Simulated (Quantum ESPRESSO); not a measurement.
## NaMnCl3: parallel and opposed starts

Aim: find out which collinear order of NaMnCl3 costs least.

Main program and level: Quantum ESPRESSO 7.5; PBEsol; plane waves with GBRV 1.5 PBEsol potentials, no spin-orbit coupling.

**1. Set-up**

It takes space group R-3 (No. 148, trigonal). Conventional cell: a = 6.591 Å, b = 6.591 Å, c = 18.627 Å, α = 90.00°, β = 90.00°, γ = 120.00°. Nearest to Na lie 6 Cl at 2.72 to 2.90 Å. Nearest to Mn lie 6 Cl at 2.52 to 2.59 Å. Cl has 2 Mn at 2.52 to 2.59 Å and 2 Na at 2.72 to 2.90 Å nearest. Farther neighbours and most contacts between anions are not listed.

Structure file:

```cif
data_structure
_symmetry_space_group_name_H-M 'P 1'
_symmetry_Int_Tables_number 1
_cell_length_a 7.2823
_cell_length_b 7.2823
_cell_length_c 7.2823
_cell_angle_alpha 53.813
_cell_angle_beta 53.813
_cell_angle_gamma 53.813
_cell_volume 233.59
loop_
_atom_site_label
_atom_site_type_symbol
_atom_site_fract_x
_atom_site_fract_y
_atom_site_fract_z
_atom_site_occupancy
Na1 Na 0.14490 0.14490 0.14490 1
Na2 Na 0.85510 0.85510 0.85510 1
Mn3 Mn 0.34070 0.34070 0.34070 1
Mn4 Mn 0.65930 0.65930 0.65930 1
Cl5 Cl 0.44900 0.71690 0.06720 1
Cl6 Cl 0.06720 0.44900 0.71690 1
Cl7 Cl 0.71690 0.06720 0.44900 1
Cl8 Cl 0.55100 0.28310 0.93280 1
Cl9 Cl 0.93280 0.55100 0.28310 1
Cl10 Cl 0.28310 0.93280 0.55100 1
```

The cell comes from the Crystallography Open Database.

**2. Run 1 (ferro ++)**

The signs are those of the starting moments on the seeded atoms, the atoms that are given a moment.

pw.in

```
&CONTROL
  calculation = 'scf'
  prefix = 'pwscf'
  outdir = './tmp'
  pseudo_dir = './pseudo'
  disk_io = 'nowf'
/
&SYSTEM
  ibrav = 0
  celldm(1) = 8
  nat = 10
  ntyp = 3
  ecutwfc = 40
  ecutrho = 280
  nbnd = 64
  occupations = 'smearing'
  smearing = 'fd'
  degauss = 0.00367493
  nspin = 2
  starting_magnetization(1) = 0
  starting_magnetization(2) = 0.3
  starting_magnetization(3) = 0
/
&ELECTRONS
  conv_thr = 2d-08
  electron_maxstep = 150
  mixing_beta = 0.3
/
ATOMIC_SPECIES
Na     22.9898 na_pbesol_v1.5.uspp.F.UPF
Mn     54.9380 mn_pbesol_v1.5.uspp.F.UPF
Cl     35.4500 cl_pbesol_v1.4.uspp.F.UPF
CELL_PARAMETERS alat
   0.7784490554630    0.4494377717186    1.4666636884752
  -0.7784490554630    0.4494377717186    1.4666636884752
   0.0000000000000   -0.8988755434372    1.4666636884752
ATOMIC_POSITIONS crystal
Na      0.1449000000    0.1449000000    0.1449000000
Na      0.8551000000    0.8551000000    0.8551000000
Mn      0.3407000000    0.3407000000    0.3407000000
Mn      0.6593000000    0.6593000000    0.6593000000
Cl      0.4490000000    0.7169000000    0.0672000000
Cl      0.0672000000    0.4490000000    0.7169000000
Cl      0.7169000000    0.0672000000    0.4490000000
Cl      0.5510000000    0.2831000000    0.9328000000
Cl      0.9328000000    0.5510000000    0.2831000000
Cl      0.2831000000    0.9328000000    0.5510000000
K_POINTS automatic
4 4 4 0 0 0
```

The run is started by

```console
OMP_NUM_THREADS=1 mpirun -n 4 pw.x -nk 4 -in pw.in > pw.out
```

Log:

```text
Program PWSCF v.7.5 starts

     Message from routine setup:
     using ibrav=0 with symmetry is DISCOURAGED, use correct ibrav instead

     K-points division:     npool     =       4
     Subspace diagonalization in iterative solution of the eigenvalue problem:

     G-vector sticks info
     --------------------
     sticks:   dense  smooth     PW     G-vecs:    dense   smooth      PW
     Sum        3409    1945    555               124791    53855    8311

     Using Slab Decomposition

     bravais-lattice index     =            0
     lattice parameter (alat)  =       8.0000  a.u.
     unit-cell volume          =    1576.3459 (a.u.)^3
     number of atoms/cell      =           10
     number of atomic types    =            3
     number of electrons       =        90.00
     number of Kohn-Sham states=           64
     kinetic-energy cutoff     =      40.0000  Ry
     charge density cutoff     =     280.0000  Ry
     scf convergence threshold =      2.0E-08
     mixing beta               =       0.3000
     number of iterations used =            8  plain     mixing
     Exchange-correlation= SLA  PW   PSX  PSC
                           (   1   4  10   8   0   0   0)

     celldm(1)=   8.000000  celldm(2)=   0.000000  celldm(3)=   0.000000
     celldm(4)=   0.000000  celldm(5)=   0.000000  celldm(6)=   0.000000

     crystal axes: (cart. coord. in units of alat)
               a(1) = (   0.778449   0.449438   1.466664 )
               a(2) = (  -0.778449   0.449438   1.466664 )
               a(3) = (   0.000000  -0.898876   1.466664 )

     reciprocal axes: (cart. coord. in units 2 pi/alat)
               b(1) = (  0.642303  0.370834  0.227273 )
               b(2) = ( -0.642303  0.370834  0.227273 )
               b(3) = (  0.000000 -0.741667  0.227273 )

     PseudoPot. # 1 for Na read from file:
     na_pbesol_v1.5.uspp.F.UPF
     Pseudo is Ultrasoft, Zval =  9.0
     Generated by new atomic code, or converted to UPF format
     Using radial grid of  819 points,  5 beta functions with:
                l(1) =   0
                l(2) =   0
                l(3) =   1
                l(4) =   1
                l(5) =   2
     Q(r) pseudized with  8 coefficients,  rinner =    1.250   1.250   1.250
                                                       1.250   1.250

     PseudoPot. # 2 for Mn read from file:
     mn_pbesol_v1.5.uspp.F.UPF
     Pseudo is Ultrasoft + core correction, Zval = 15.0
     Generated by new atomic code, or converted to UPF format
     Using radial grid of  859 points,  6 beta functions with:
                l(1) =   0
                l(2) =   0
                l(3) =   1
                l(4) =   1
                l(5) =   2
                l(6) =   2
     Q(r) pseudized with  8 coefficients,  rinner =    0.950   0.950   0.950
                                                       0.950   0.950

     PseudoPot. # 3 for Cl read from file:
     cl_pbesol_v1.4.uspp.F.UPF
     Pseudo is Ultrasoft + core correction, Zval =  7.0
     Generated by new atomic code, or converted to UPF format
     Using radial grid of  909 points,  6 beta functions with:
                l(1) =   0
                l(2) =   0
                l(3) =   1
                l(4) =   1
                l(5) =   2
                l(6) =   2
     Q(r) pseudized with  8 coefficients,  rinner =    1.300   1.300   1.300
                                                       1.300   1.300

     atomic species   valence    mass     pseudopotential
     Na                9.00    22.98980     Na( 1.00)
     Mn               15.00    54.93800     Mn( 1.00)
     Cl                7.00    35.45000     Cl( 1.00)

     Starting magnetic structure
     atomic species   magnetization
     Na              0.000
     Mn              0.300
     Cl              0.000

      6 Sym. Ops., with inversion, found

   Cartesian axes

     site n.     atom                  positions (alat units)
         1        Na     tau(   1) = (   0.0000000  -0.0000000   0.6375587  )
         2        Na     tau(   2) = (   0.0000000  -0.0000000   3.7624324  )
         3        Mn     tau(   3) = (   0.0000000   0.0000000   1.4990770  )
         4        Mn     tau(   4) = (   0.0000000   0.0000000   2.9009141  )
         5        Cl     tau(   5) = (  -0.2085465   0.4635951   1.8085430  )
         6        Cl     tau(   6) = (  -0.2972118  -0.4124041   1.8085430  )
         7        Cl     tau(   7) = (   0.5057584  -0.0511910   1.8085430  )
         8        Cl     tau(   8) = (   0.2085465  -0.4635951   2.5914481  )
         9        Cl     tau(   9) = (   0.2972118   0.4124041   2.5914481  )
        10        Cl     tau(  10) = (  -0.5057584   0.0511910   2.5914481  )

     number of k points=    14  Fermi-Dirac smearing, width (Ry)=  0.0037
                       cart. coord. in units 2pi/alat
        k(    1) = (   0.0000000   0.0000000   0.0000000), wk =   0.0156250
        k(    2) = (   0.0000000  -0.1854168   0.0568183), wk =   0.0937500
        k(    3) = (   0.0000000   0.3708337  -0.1136366), wk =   0.0468750
        k(    4) = (  -0.1605757  -0.0927084   0.1136366), wk =   0.0937500
        k(    5) = (  -0.1605757   0.4635421  -0.0568183), wk =   0.0937500
        [... 9 further k-points ...]

     Dense  grid:   124791 G-vectors     FFT dimensions: (  75,  75,  75)

     Smooth grid:    53855 G-vectors     FFT dimensions: (  60,  60,  60)

     Check: negative core charge=   -0.000017
     Generating pointlists ...
     new r_m :   0.2649 (alat units)  2.1192 (a.u.) for type    1
     new r_m :   0.2455 (alat units)  1.9639 (a.u.) for type    2
     new r_m :   0.2455 (alat units)  1.9639 (a.u.) for type    3

     Initial potential from superposition of free atoms

     starting charge      88.9869, renormalised to      90.0000

     negative rho (up, down):  4.631E-02 4.666E-02
     Starting wfcs are   60 randomized atomic wfcs +    4 random wfcs

     Self-consistent Calculation

     iteration #  1     ecut=    40.00 Ry     beta= 0.30
     Davidson diagonalization with overlap
     ethr =  1.00E-02,  avg # of iterations =  5.9

     Threshold (ethr) on eigenvalues was too large:
     Diagonalizing with lowered threshold

     Davidson diagonalization with overlap
     ethr =  3.28E-04,  avg # of iterations =  5.8

     negative rho (up, down):  4.644E-02 4.648E-02

     total energy              =    -812.63726667 Ry
     estimated scf accuracy    <       0.30203368 Ry

     total magnetization       =    10.00 Bohr mag/cell
     absolute magnetization    =    10.00 Bohr mag/cell

     iteration #  2     ecut=    40.00 Ry     beta= 0.30
     Davidson diagonalization with overlap
     ethr =  3.36E-04,  avg # of iterations =  2.1

     negative rho (up, down):  4.612E-02 4.582E-02

     total energy              =    -812.66501207 Ry
     estimated scf accuracy    <       0.06102954 Ry

     total magnetization       =    10.00 Bohr mag/cell
     absolute magnetization    =    10.00 Bohr mag/cell

     iteration #  3     ecut=    40.00 Ry     beta= 0.30
     Davidson diagonalization with overlap
     ethr =  6.78E-05,  avg # of iterations =  7.1

     negative rho (up, down):  4.566E-02 4.509E-02

     total energy              =    -812.67616464 Ry
     estimated scf accuracy    <       0.01501952 Ry

     total magnetization       =    10.00 Bohr mag/cell
     absolute magnetization    =    10.00 Bohr mag/cell

     [... further iterations left out ...]

     iteration #  8     ecut=    40.00 Ry     beta= 0.30
     Davidson diagonalization with overlap
     ethr =  3.73E-09,  avg # of iterations =  2.0

     negative rho (up, down):  4.506E-02 4.410E-02

     total energy              =    -812.67972340 Ry
     estimated scf accuracy    <       0.00000081 Ry

     total magnetization       =    10.00 Bohr mag/cell
     absolute magnetization    =    10.01 Bohr mag/cell

     iteration #  9     ecut=    40.00 Ry     beta= 0.30
     Davidson diagonalization with overlap
     ethr =  8.95E-10,  avg # of iterations =  2.5

     negative rho (up, down):  4.505E-02 4.408E-02

     total energy              =    -812.67972402 Ry
     estimated scf accuracy    <       0.00000013 Ry

     total magnetization       =    10.00 Bohr mag/cell
     absolute magnetization    =    10.01 Bohr mag/cell

     iteration # 10     ecut=    40.00 Ry     beta= 0.30
     Davidson diagonalization with overlap
     ethr =  1.48E-10,  avg # of iterations =  3.7

     negative rho (up, down):  4.505E-02 4.408E-02

     total energy              =    -812.67972423 Ry
     estimated scf accuracy    <       0.00000002 Ry

     total magnetization       =    10.00 Bohr mag/cell
     absolute magnetization    =    10.01 Bohr mag/cell

     iteration # 11     ecut=    40.00 Ry     beta= 0.30
     Davidson diagonalization with overlap
     ethr =  2.64E-11,  avg # of iterations =  3.2

     negative rho (up, down):  4.505E-02 4.407E-02

     Magnetic moment per site  (integrated on atomic sphere of radius R)
     atom   1 (R=0.265)  charge=  8.0981  magn=  0.0055
     atom   2 (R=0.265)  charge=  8.0981  magn=  0.0055
     atom   3 (R=0.245)  charge= 13.0167  magn=  4.3609
     atom   4 (R=0.245)  charge= 13.0167  magn=  4.3609
     atom   5 (R=0.245)  charge=  5.5462  magn=  0.0715
     atom   6 (R=0.245)  charge=  5.5462  magn=  0.0715
     atom   7 (R=0.245)  charge=  5.5462  magn=  0.0715
     atom   8 (R=0.245)  charge=  5.5462  magn=  0.0715
     atom   9 (R=0.245)  charge=  5.5462  magn=  0.0715
     atom  10 (R=0.245)  charge=  5.5462  magn=  0.0715

     End of self-consistent calculation

     [... lines left out ...]
     the Fermi energy is     4.7052 ev

!    total energy              =    -812.67972439 Ry
     estimated scf accuracy    <          5.3E-09 Ry
     smearing contrib. (-TS)   =      -0.00000000 Ry
     internal energy E=F+TS    =    -812.67972439 Ry

     The total energy is F=E-TS. E is the sum of the following terms:
     one-electron contribution =    -557.99230464 Ry
     hartree contribution      =     303.51131473 Ry
     xc contribution           =    -137.43675542 Ry
     ewald contribution        =    -420.76197905 Ry

     total magnetization       =    10.00 Bohr mag/cell
     absolute magnetization    =    10.01 Bohr mag/cell

     convergence has been achieved in  11 iterations

=------------------------------------------------------------------------------=
   JOB DONE.
=------------------------------------------------------------------------------=
```

Run time: 2.1 min. Hardware: 4 MPI ranks of Arm Neoverse V1, shared host; peak memory 1.2 GiB; 8.2 min of CPU time.

Spin moment in the atom's sphere by atom:

```
atom  spin moment in the atom's sphere (μB)
 Na1                                   0.01
 Na2                                   0.01
 Mn3                                   4.36
 Mn4                                   4.36
 Cl5                                   0.07
 Cl6                                   0.07
 Cl7                                   0.07
 Cl8                                   0.07
 Cl9                                   0.07
Cl10                                   0.07
```

This step gave:

```
smearing term TS       : 2.89e-10 eV
magnetization          : 10 μB
absolute magnetization : 10.01 μB
final state            : ferromagnetic
```

(Continued in part 2 of 2.)

[Logs and program files are shortened in this print: banners, set-up blocks, solver, clock and traceback lines can be left out without a mark of their own.]

[Logs are printed without paths, hosts, clocks, repeated set-up lines and the standing remarks that a program may print on its own settings, such as how far it seeks lower states.]

[Hosts, paths, dates, database ids (printed as entryN), source tags and the programs' standing remarks are cut or masked in the printed files.]

[Where a cell is said to come from a database of computed structures, the database is the Materials Project.]
